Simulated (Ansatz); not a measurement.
**RbSbS3 (model cell, started as cubic perovskite with Sb in the octahedra): a soft mode frozen in**

Which phase does RbSbS3 (model cell, started as cubic perovskite with Sb in the octahedra) fall into along its unstable mode, and how much energy does it gain?

Main program and level: Ansatz 0.2.0; DFT PBEsol, scalar-relativistic, plane waves, PAW; PAW set soft_1.

The structure was built from a prototype and need not be the compound's stable phase.

## 1. The starting structure

It takes space group Pm-3m (No. 221, cubic). Conventional cell: a = 5.071 Å, b = 5.071 Å, c = 5.071 Å, α = 90.00°, β = 90.00°, γ = 90.00°. Nearest to Rb lie 12 S at 3.59 Å. Sb has 6 S at 2.54 Å nearest. S has 2 Sb at 2.54 Å and 4 Rb at 3.59 Å nearest. Farther neighbours and most contacts between anions are not listed.

## 2. The dispersion

The cell comes from relaxations at this level that are not shown. Stability and thermal properties need the whole zone. Linear response on a 2×2×2 q mesh gives force constants as far as a supercell of that size would.

input.yaml

```yaml
crystal:
  lattice:
    - [5.0714313962, 0.0, 0.0]
    - [0.0, 5.0714313962, 0.0]
    - [0.0, 0.0, 5.0714313962]
  atoms:
    - { symbol: Rb, position: [0.0, 0.0, 0.0] }
    - { symbol: Sb, position: [0.5, 0.5, 0.5] }
    - { symbol: S, position: [0.5, 0.5, 0.0] }
    - { symbol: S, position: [0.5, 0.0, 0.5] }
    - { symbol: S, position: [0.0, 0.5, 0.5] }
kpoints:
  mp_grid: { grid: [8, 8, 8] }
hamiltonian:
  xc: pbesol
  pseudopotentials: { kind: paw, azcp: { folder: soft_1 }, xc_functional: pbe }
scf:
  occupations: { method: methfessel_paxton, width: 0.2 }
output:
  eigenvalues: true
phonons:
  method: dfpt
  qmesh: [2, 2, 2]
  temperatures: { t_max: 1000, t_step: 50 }
  qpath:
    path:
      - [[0.0, 0.0, 0.0], [0.0, 0.5, 0.0], [0.5, 0.5, 0.0], [0.0, 0.0, 0.0], [0.5, 0.5, 0.5], [0.0, 0.5, 0.0]]
      - [[0.5, 0.5, 0.5], [0.5, 0.5, 0.0]]
    npoints: 10
```

Run with:

```bash
$ ansatz run input.yaml --threads 8 --pin off --max-ram 16384MiB --backend cpu --events-out ev --progress --plain --runs-dir out
```

Numbers of over 12 decimals in the logs are rounded to 6 here.

Output:

```text
Engine: ansatz 0.2.0, aarch64-unknown-linux-gnu
Pseudopotentials: kind: paw
Pseudopotential: Rb, paw, valence charge 9, recommended cutoff 420 eV (normal), soft_1/Rb.paw.azcp
Pseudopotential: Sb, paw, valence charge 15, recommended cutoff 420 eV (normal), soft_1/Sb.paw.azcp
Pseudopotential: S, paw, valence charge 6, recommended cutoff 420 eV (normal), soft_1/S.paw.azcp
Functional definition: PBEsol
  exchange = pbesol_x
  correlation = pbesol_c
Crystal: 5 atoms, lattice volume = 130.434 Å³
Basis set: ecut = 420 eV, 2517 PW (Γ), exchange–correlation on 72×72×72 points (8 copies of the dense FFT grid, shifted against one another)
Bands: 26, of which v1, the nominal top of the filled ones, is band 21 counted from 1 (20 counted from 0)
Symmetry: 48 space group operations
k-points: 35 of 512
Non-local potential: Rb, projectors of the file, l = 0: 3, l = 1: 2, l = 2: 2
Non-local potential: Sb, projectors of the file, l = 0: 2, l = 1: 2, l = 2: 2, l = 3: 1
Non-local potential: S, projectors of the file, l = 0: 2, l = 1: 2, l = 2: 1
PAW form: soft (Blöchl's): semilocal exchange-correlation on the pseudo side does not see the compensation charge
PAW frozen core: Rb, regenerated for the run's functional, and the local potential with it (the file was generated under x = pbe(κ = 0.804, μ = 0.219515), c = pbe(β = 0.066725))
PAW frozen core: Sb, regenerated for the run's functional, and the local potential with it (the file was generated under x = pbe(κ = 0.804, μ = 0.219515), c = pbe(β = 0.066725))
PAW frozen core: S, regenerated for the run's functional, and the local potential with it (the file was generated under x = pbe(κ = 0.804, μ = 0.219515), c = pbe(β = 0.066725))
PAW one-centre angular grid: Rb, 110 points (default); XC on 64 Gauss nodes
PAW one-centre angular grid: Sb, 590 points (default); XC on 64 Gauss nodes
PAW one-centre angular grid: S, 110 points (default); XC on 64 Gauss nodes
Initial density: superposition of atomic densities (chi_scale 0.1, normalization cell, long waves kept (reshape's long-wave potential 0.00 eV rms))
Initial wavefunctions: pseudopotential atomic-orbital guess
Functional: x = pbesol(κ = 0.804, μ = 0.123457), c = pbesol(β = 0.046)
SCF iter   1: F=—  HF=-12282.881126 eV  |F-HF|=—  |Δ(HF+E_count)|=         —  Δρ=3.30e-2  dr2=3.92e0  ethr=3.10e-3  ⟨swp⟩=7.3  Hψ=4844  notcnv=0
preconditioner: auto → Kerker (q_TF=auto, 2.259 Å⁻¹)  [metal: Δε(μ)=0.035 eV  Ē_g=10.461 eV  σ=0.200 eV  W_gap=0.15  n_scr=26 (ndim 8)  ℏωp=17.8 eV  f_vac=0.000  D(μ)=2.54/eV (n_scr^D=18)]
SCF iter   2: F=—  HF=-12282.048637 eV  |F-HF|=—  |Δ(HF+E_count)|=   8.32e-1  S|Δr|=    0.00e0  Δρ=2.01e-2  dr2=1.81e0  ethr=3.10e-3  ⟨swp⟩=3.3  Hψ=1604  notcnv=0  defer=15
SCF iter   3: F=—  HF=-12281.386704 eV  |F-HF|=—  |Δ(HF+E_count)|=   6.62e-1  S|Δr|=    0.00e0  Δρ=6.89e-3  dr2=1.66e-1  ethr=3.10e-3  ⟨swp⟩=3.9  Hψ=2142  notcnv=0  defer=13
SCF iter   4: F=—  HF=-12281.328301 eV  |F-HF|=—  |Δ(HF+E_count)|=   5.84e-2  S|Δr|=    0.00e0  Δρ=2.80e-3  dr2=3.15e-2  ethr=3.94e-4  ⟨swp⟩=2.5  Hψ=1288  notcnv=0  defer=4
SCF iter   5: F=—  HF=-12281.317765 eV  |F-HF|=—  |Δ(HF+E_count)|=   1.05e-2  S|Δr|=    0.00e0  Δρ=9.26e-4  dr2=2.04e-3  ethr=7.51e-5  ⟨swp⟩=2.2  Hψ=1408  notcnv=0  defer=4
SCF iter   6: F=—  HF=-12281.318306 eV  |F-HF|=—  |Δ(HF+E_count)|=   5.41e-4  S|Δr|=    0.00e0  Δρ=3.84e-4  dr2=3.30e-4  ethr=4.86e-6  ⟨swp⟩=2.0  Hψ=1652  notcnv=0  defer=3
SCF iter   7: F=—  HF=-12281.318265 eV  |F-HF|=—  |Δ(HF+E_count)|=   4.11e-5  S|Δr|=    0.00e0  Δρ=6.22e-5  dr2=4.57e-6  ethr=7.86e-7  ⟨swp⟩=2.0  Hψ=1507  notcnv=0  defer=3
SCF iter   8: F=—  HF=-12281.318282 eV  |F-HF|=—  |Δ(HF+E_count)|=   1.71e-5  S|Δr|=    0.00e0  Δρ=1.54e-5  dr2=5.04e-7  ethr=1.09e-8  ⟨swp⟩=2.8  Hψ=1746  notcnv=0  defer=3
SCF iter   9: F=—  HF=-12281.318281 eV  |F-HF|=—  |Δ(HF+E_count)|=   1.08e-6  S|Δr|=    0.00e0  Δρ=4.39e-6  dr2=5.44e-8  ethr=1.20e-9  ⟨swp⟩=2.0  Hψ=1305  notcnv=0  defer=6
SCF iter  10: F=—  HF=-12281.318281 eV  |F-HF|=—  |Δ(HF+E_count)|=   3.14e-8  S|Δr|=    0.00e0  Δρ=1.17e-6  dr2=3.76e-9  ethr=1.30e-10  ⟨swp⟩=2.2  Hψ=1417  notcnv=0  defer=6
SCF iter  11: F=—  HF=-12281.318281 eV  |F-HF|=—  |Δ(HF+E_count)|=   2.91e-9  S|Δr|=    0.00e0  Δρ=3.09e-7  dr2=1.84e-10  ethr=8.96e-12  ⟨swp⟩=2.3  Hψ=1379  notcnv=0  defer=6
SCF iter  12: F=-12281.318281 eV  HF=-12281.318281 eV  |F-HF|=3.64e-12  |Δ(HF+E_count)|=  2.33e-10  S|Δr|=    0.00e0  Δρ=5.36e-8  dr2=4.33e-12  ethr=1.00e-12  ⟨swp⟩=10.7  Hψ=6825  notcnv=0
SCF 1 converged in 12 iterations: F = -12281.318281 eV  dr2 = 4.33e-12
  greatest PAW one-centre occupation: 0.997 electrons in one spin orbital (limit 2), on the Sb atom at site 1 (counted from 0), in its partial waves of l = 2
Initial density: read from a saved state, or passed on in memory by an earlier SCF of this step, an earlier step, the calling program or the single point that the run made first
iter 1 solved again at ethr=4.17e-7 eV; its pass at ethr=3.10e-3 eV (dr2=1.75e-4 eV) is discarded
SCF iter   1: F=—  HF=-12281.318286 eV  |F-HF|=—  |Δ(HF+E_count)|=         —  Δρ=8.51e-7  dr2=1.01e-9  ethr=4.17e-7  ⟨swp⟩=3.3  Hψ=7867  notcnv=0
eigensolver tolerance schedule: the retry pair's looser diagonalisation over-reported the residual by 173277.13 of it (diagonalisation noise at an unbounded share of the residual, at the tolerance the schedule requests for it); recorded, not acted on — ethr = c·dr2/N_el stays at c = 1.0e-1
preconditioner: auto → Kerker (q_TF=auto, 2.259 Å⁻¹)  [metal: Δε(μ)=0.046 eV  Ē_g=9.981 eV  σ=0.200 eV  W_gap=0.19  n_scr=26 (ndim 8)  ℏωp=17.8 eV  f_vac=0.009  D(μ)=3.58/eV (n_scr^D=26)]
SCF iter   2: F=—  HF=-12281.318281 eV  |F-HF|=—  |Δ(HF+E_count)|=   4.95e-6  S|Δr|=    0.00e0  Δρ=4.10e-7  dr2=1.93e-10  ethr=2.41e-12  ⟨swp⟩=4.9  Hψ=3205  notcnv=0
SCF iter   3: F=—  HF=-12281.318281 eV  |F-HF|=—  |Δ(HF+E_count)|=  5.64e-11  S|Δr|=    0.00e0  Δρ=2.67e-7  dr2=8.79e-11  ethr=1.00e-12  ⟨swp⟩=1.0  Hψ=910  notcnv=0
SCF iter   4: F=—  HF=-12281.318281 eV  |F-HF|=—  |Δ(HF+E_count)|=  1.82e-11  S|Δr|=    0.00e0  Δρ=1.53e-7  dr2=3.04e-11  ethr=1.00e-12  ⟨swp⟩=1.0  Hψ=910  notcnv=0
SCF iter   5: F=-12281.318281 eV  HF=-12281.318281 eV  |F-HF|=3.64e-12  |Δ(HF+E_count)|=  1.46e-11  S|Δr|=    0.00e0  Δρ=5.39e-8  dr2=4.33e-12  ethr=1.00e-12  ⟨swp⟩=4.4  Hψ=3556  notcnv=0
SCF 2 converged in 5 iterations: F = -12281.318281 eV  dr2 = 4.33e-12
phonons: the bands overlap, so this run is a metal and interpolates without the dipole-dipole term. If the crystal is really an insulator or semiconductor, its LO-TO splitting is missing
NSCF: frozen V_eff on 35 k-points
NSCF: frozen V_eff on 125 k-points
DFPT response loops at q = (0, 0, 0) (fractional): preconditioner auto → Kerker (q_TF=auto, 2.259 Å⁻¹) (partly filled bands, converged f_vac=0.009); β = 1.00, the filter's whole step (`scf.mixing.beta` (0.50) is not read by the response loops under this deck's `scf.mixing.preconditioner`; to damp them name `kerker` or `kerker_dos`, under which they read `scf.mixing.beta`, and type it under 1.00, their step now; both keys bind the ground state too); Broyden in place of MSR1
NSCF: frozen V_eff on 250 k-points
DFPT response loops at q = (0, 0, -0.5) (fractional): mixed as the last ones told, above
NSCF: frozen V_eff on 250 k-points
DFPT response loops at q = (0, -0.5, -0.5) (fractional): mixed as the last ones told, above
NSCF: frozen V_eff on 250 k-points
DFPT response loops at q = (-0.5, -0.5, -0.5) (fractional): mixed as the last ones told, above
SCF converged after 12 iterations
Stability not checked: this state was not tested for a lower state beside it, because cold or Methfessel-Paxton smearing, or corrected tetrahedra, fill the levels in a way that the test cannot read (fill_not_monotonic; see scf.lower_state_search)
Free energy (F): -12281.318281 eV
Harris-Foulkes:  -12281.318281 eV  (|F-HF|=3.64e-12)
Internal energy: -12281.320559 eV  (E = F + TS)
E sigma→0 (E₀):  -12281.318850 eV
Entropy (-TS):   0.002279 eV (0.456 meV/atom)
Fermi energy:    5.352366 eV
--- Per-component energies (eV) ---
  E_band       = -293.873927
  E_kinetic    = 658.676972
  E_local      = -2912.579718  (includes V_loc(G=0)·N_el)
  E_nonlocal   = 685.035889
  E_hartree    = 1083.949540
  E_xc         = -483.870953
  E_vxc        = -465.684206  (∫ρ·V_xc dr)
  E_paw        = -8818.040582  (= ΣΔE_a)
  E_vpaw       = -427.222025  (= ΣTr[D̂ρ^β])
  E_aug_tail   = 0.000114  (compensation charges beyond the density's cutoff)
  E_ewald      = -2495.133196
  E_core_change = 0.641374  (= ΣΔE_core)
  E_smearing   = 0.002279  (= −TS)
  E_closure    = 0.000000  (closes the sum)
  Σ components = -12281.318281   (vs F -12281.318281, Δ=0.00e0)
--- Band table (eV; the first three rows and the last of 35) ---
  k-point 0: bands = [... 17 lower, 4.6660, 4.6660, 4.8534, 4.8534, 4.8534, 9.9656, 10.5503, 10.5503, ... 1 higher]
  k-point 1: bands = [... 17 lower, 4.5984, 4.5993, 4.7738, 4.8057, 4.8057, 10.2181, 10.6221, 10.7927, ... 1 higher]
  k-point 2: bands = [... 17 lower, 4.4126, 4.4487, 4.6976, 4.7281, 4.7281, 10.7003, 10.8298, 10.9702, ... 1 higher]
  k-point 34: bands = [... 17 lower, 4.0075, 5.7565, 5.7565, 5.7565, 6.7422, 6.7422, 6.7422, 9.0167, ... 1 higher]
--- Phonons (Γ-DFPT): 4 representative perturbations + reference (Σ response iterations 12) ---
  ASR residual: 1.620e-5 → 0.000e0 eV/Å²; symmetrization residual: 1.615e-6 eV/Å²
  ASR residual per site (eV/Å²): 1.62e-5 1.35e-6 7.67e-6 7.67e-6 7.67e-6
  Γ frequencies (cm⁻¹): -79.32 -79.32 -79.32 -4.77 -4.77 -4.77 0.00 0.00 0.00 75.53 75.53 75.53 199.65 199.65 199.65
--- Phonons (arbitrary-q DFPT): 4 irreducible q on the 2×2×2 mesh ---
  q = [0.0000, 0.0000, 0.0000] (star 1, of the zone-centre solve; hermiticity 8.05e-7, symmetrization 1.95e-11): -79.32 -79.32 -79.32 -4.77 -4.77 -4.77 -0.00 -0.00 0.00 75.53 75.53 75.53 199.65 199.65 199.65
  q = [0.0000, 0.0000, -0.5000] (star 3, 9 solved perturbations in 975 linear systems a pass and spin channel, the states on 125 of 512 k-point pairs; hermiticity 1.05e-6, symmetrization 8.47e-12): -125.77 -111.96 -74.23 -74.23 -58.74 -58.74 51.84 51.84 64.05 64.94 64.94 150.16 212.13 212.13 243.24
  q = [0.0000, -0.5000, -0.5000] (star 3, 9 solved perturbations in 975 linear systems a pass and spin channel, the states on 125 of 512 k-point pairs; hermiticity 8.45e-7, symmetrization 1.35e-13): -120.31 -120.31 -73.81 -73.81 -53.25 -28.47 37.26 58.57 64.80 64.80 151.28 151.28 218.53 224.32 245.32
  q = [-0.5000, -0.5000, -0.5000] (star 1, 4 solved perturbations in 350 linear systems a pass and spin channel, the states on 125 of 512 k-point pairs; hermiticity 2.89e-7, symmetrization 1.48e-11): -71.59 -71.59 -71.59 -62.20 -62.20 -62.20 67.39 67.39 67.39 151.11 151.11 151.11 219.53 219.53 270.03
  sum rule: each row above includes the acoustic sum rule's correction from the zone centre's row sums; it moved no ω² by more than (0.26 cm⁻¹)²
  mesh force constants: q→R imaginary residual 2.72e-18; ASR residual 1.620e-5 → 0.000e0 eV/Å²; symmetrization residual 6.217e-15 eV/Å²
  interpolated dispersion: 62 rows × 15 modes
  density of states and harmonic sums: on the 12×12×12 q-mesh, interpolated from the force constants of a 2×2×2 supercell (no non-analytic term)
  largest difference from the sums on the solved wave vectors: F 6.50e-2 eV, S 9.71e-5 and C_V 3.23e-5 eV/K
  zero-point energy: 0.072775 eV/cell   skipped modes (ω ≤ 0): 507, of them read as no rigid motion or as one in doubt: 504 (6.000e0 modes/cell left out, lowest -125.77 cm⁻¹)   left out of the sums: 4.00e-1 of the cell's modes: C_V's classical limit lies that fraction below 3 k_B per atom; for a crystal, a wire or a layer, F and S can be off by more, and a phonons.interpolated_qmesh denser along its periods is the remedy for the sampling
```

Run time: 96 s. Hardware: 8 threads of Arm Neoverse V2, shared host; peak memory 1.4 GiB.

Numbers from this step:

```
volume per atom                                         : 26.09 Å³
gap on the k-mesh                                       : 0 eV
sum-rule residual before enforcement                    : 1.62e-5 eV/Å²
lowest frequency on the path                            : -125.8 cm⁻¹
point group                                             : m-3m
highest frequency on the path or at a solved wavevector : 270.0 cm⁻¹
highest optical mode at the zone centre (no LO-TO term) : 199.7 cm⁻¹
lowest optical zone-centre mode                         : -79.32 cm⁻¹
lowest mode on the q mesh (acoustic modes at Γ apart)   : -125.8 cm⁻¹
```

Frequencies (cm⁻¹) solved at each irreducible wavevector; negative means imaginary. Frequencies by wavevector, by row:

```
q in reciprocal lattice units  star  mode 1  mode 2  mode 3  mode 4  mode 13  mode 14  mode 15
                        0 0 0     1   -79.3   -79.3   -79.3    -4.8    199.7    199.7    199.7
                     0 0 -0.5     3  -125.8    -112   -74.2   -74.2    212.1    212.1    243.2
                  0 -0.5 -0.5     3  -120.3  -120.3   -73.8   -73.8    218.5    224.3    245.3
               -0.5 -0.5 -0.5     1   -71.6   -71.6   -71.6   -62.2    219.5    219.5      270
```

Interpolated from a 2×2×2 q mesh. The phonon branches at the labelled points (cm⁻¹):

```
    point  branch 1  branch 2  branch 3  branch 4  branch 12  branch 13  branch 14  branch 15
        Γ       -79       -79       -79        -5         76        200        200        200
  halfway       -94       -89       -77       -77        109        206        206        222
        X      -126      -112       -74       -74        150        212        212        243
  halfway      -120       -91       -90       -74        151        215        221        242
        M      -120      -120       -74       -74        151        218        224        245
  halfway       -92       -91       -80       -76        110        210        218        228
        Γ       -79       -79       -79        -5         76        200        200        200
  halfway       -83       -83       -80       -78        111        218        218        238
        R       -72       -72       -72       -62        151        220        220        270
  halfway       -98       -90       -84       -80        152        217        222        250
        X      -126      -112       -74       -74        150        212        212        243
jump to R       -72       -72       -72       -62        151        220        220        270
  halfway       -98       -98       -70       -70        152        218        222        259
        M      -120      -120       -74       -74        151        218        224        245
```

Symmetry leaves 4 wavevectors to solve. The lowest mode among them, the acoustic zeros apart, lies at q = (0, 0, -0.5) and is imaginary, 125.8i cm⁻¹, so the energy falls along it.

## 3. The mode frozen in, largest atomic shift 0 Å

The mode followed lies at q = (0, -0.5, -0.5) with frequency 120.3i cm⁻¹ and is 2-fold degenerate, one of the unstable modes though not the softest. At small amplitude the distorted cell has space group no. 51 by a symmetry search on the positions. The undistorted cell that holds it gives the zero of energy on the same k mesh.

System of this step: RbSbS3 (model cell, started as cubic perovskite with Sb in the octahedra). It takes space group Pm-3m (No. 221, cubic). The conventional cell has a = 5.071 Å, b = 5.071 Å, c = 5.071 Å, α = 90.00°, β = 90.00°, γ = 90.00°. Nearest to Rb lie 12 S at 3.59 Å. Nearest to Sb lie 6 S at 2.54 Å. S has 2 Sb at 2.54 Å and 4 Rb at 3.59 Å nearest. S has 2 Sb at 2.54 Å and 4 Rb at 3.59 Å nearest. Farther neighbours and most contacts between anions are not listed.

input.yaml

```yaml
crystal:
  lattice:
    - [-5.0714313962, 0.0, 0.0]
    - [0.0, -5.0714313962, -5.0714313962]
    - [0.0, -5.0714313962, 5.0714313962]
  atoms:
    - { symbol: Rb, position: [0.0, 0.5, 0.5] }
    - { symbol: Rb, position: [0.0, 1.0, 1.0] }
    - { symbol: Sb, position: [0.5, 0.0, 0.5] }
    - { symbol: Sb, position: [0.5, 0.5, 0.0] }
    - { symbol: S, position: [0.5, 0.75, 0.75] }
    - { symbol: S, position: [0.5, 0.25, 0.25] }
    - { symbol: S, position: [0.5, 0.75, 0.25] }
    - { symbol: S, position: [0.5, 0.25, 0.75] }
    - { symbol: S, position: [1.0, 0.0, 0.5] }
    - { symbol: S, position: [1.0, 0.5, 0.0] }
kpoints:
  mp_grid: { grid: [8, 6, 6] }
hamiltonian:
  xc: pbesol
  pseudopotentials: { kind: paw, azcp: { folder: soft_1 }, xc_functional: pbe }
scf:
  occupations: { method: methfessel_paxton, width: 0.2 }
output:
  forces: true
  stress: true
  eigenvalues: true
```

Output:

```text
[...]
Crystal: 10 atoms, lattice volume = 260.869 Å³
Basis set: ecut = 420 eV, 5061 PW (Γ), exchange–correlation on 72×96×96 points (8 copies of the dense FFT grid, shifted against one another)
Bands: 52, of which v1, the nominal top of the filled ones, is band 42 counted from 1 (41 counted from 0)
Symmetry: 32 space group operations
[...]
k-points: 50 of 288
[...]
k-point 0: bands = [... 38 lower, 4.6715, 4.8539, 4.8557, 4.8557, 5.7224, 7.2850, 7.5367, 7.5367, ... 6 higher]
  k-point 1: bands = [... 38 lower, 4.6809, 4.7532, 4.8029, 4.8677, 5.5892, 6.2852, 8.0345, 8.6151, ... 6 higher]
  k-point 2: bands = [... 38 lower, 4.6568, 4.6593, 4.6621, 4.9535, 5.3494, 5.3562, 9.1407, 9.8282, ... 6 higher]
  k-point 49: bands = [... 38 lower, 3.9945, 3.9945, 5.7237, 5.7237, 7.2879, 7.2879, 7.5371, 7.5371, ... 6 higher]
[key lines of the parts left out:]
SCF converged after 9 iterations
Free energy (F): -24562.642996 eV
Fermi energy:    5.358997 eV
P = ⅓ Tr σ = -0.1194 GPa (-1.194 kbar)
```

It took 4.8 s on 8 threads; peak memory 1.1 GiB.

Numbers from this step:

- pressure: -0.1194 GPa
- energy from the undistorted cell: 0 meV/atom

The run ends at a pressure of -0.12 GPa.

## 4. The mode frozen in, largest atomic shift 0.45 Å

The atoms are moved along the unstable eigenvector, the largest shift by 0.45 Å, with the cell fixed.

input.yaml, the sections that differ from step 3:

```yaml
crystal:
  lattice:
    - [-5.0714313962, 0.0, 0.0]
    - [0.0, -5.0714313962, -5.0714313962]
    - [0.0, -5.0714313962, 5.0714313962]
  atoms:
    - { symbol: Rb, position: [0.0, 0.495985367, 0.5] }
    - { symbol: Rb, position: [0.0, 1.004014633, 1.0] }
    - { symbol: Sb, position: [0.5, 0.0072064488, 0.5] }
    - { symbol: Sb, position: [0.5, 0.4927935512, 0.0] }
    - { symbol: S, position: [0.5, 0.75, 0.75] }
    - { symbol: S, position: [0.5, 0.25, 0.25] }
    - { symbol: S, position: [0.5, 0.75, 0.25] }
    - { symbol: S, position: [0.5, 0.25, 0.75] }
    - { symbol: S, position: [1.0, -0.0627432428, 0.5] }
    - { symbol: S, position: [1.0, 0.5627432428, 0.0] }
# kpoints, hamiltonian, scf, output: as in step 3
```

Output:

```text
[...]
Crystal: 10 atoms, lattice volume = 260.869 Å³
Basis set: ecut = 420 eV, 5061 PW (Γ), exchange–correlation on 72×96×96 points (8 copies of the dense FFT grid, shifted against one another)
Bands: 52, of which v1, the nominal top of the filled ones, is band 42 counted from 1 (41 counted from 0)
Symmetry: 8 space group operations
[...]
k-points: 80 of 288
[...]
k-point 0: bands = [... 38 lower, 4.7238, 4.8211, 5.0295, 5.0549, 5.7702, 7.2639, 7.4347, 7.5484, ... 6 higher]
  k-point 1: bands = [... 38 lower, 4.6156, 4.8644, 4.9882, 4.9900, 5.6343, 6.4455, 7.8017, 8.6524, ... 6 higher]
  k-point 2: bands = [... 38 lower, 4.4599, 4.8096, 4.9904, 5.0047, 5.4083, 5.6513, 8.9269, 9.8237, ... 6 higher]
  k-point 79: bands = [... 38 lower, 4.2828, 4.2828, 5.6103, 5.6103, 6.8322, 6.8322, 7.9456, 7.9456, ... 6 higher]
[key lines of the parts left out:]
SCF converged after 11 iterations
Free energy (F): -24562.758597 eV
Fermi energy:    5.439247 eV
P = ⅓ Tr σ = -0.1700 GPa (-1.700 kbar)
```

Elapsed: 8.4 s, on 8 threads; peak memory 1.3 GiB.

Numbers from this step:

| Item | Value |
| --- | --- |
| pressure | -0.1700 GPa |
| energy from the undistorted cell | -11.39 meV/atom |

The energy, extrapolated to zero smearing, is -11.39 meV/atom against the undistorted cell.

The run ends at a pressure of -0.17 GPa, with forces up to 0.25 eV/Å.

(Part 1 of 3 ends here.)

[Logs are printed without paths, hosts, clocks, repeated set-up lines and the standing remarks that a program may print on its own settings, such as how far it seeks lower states.]

[Hosts, paths, dates, database ids (printed as entryN), source tags and the programs' standing remarks are cut or masked in the printed files.]
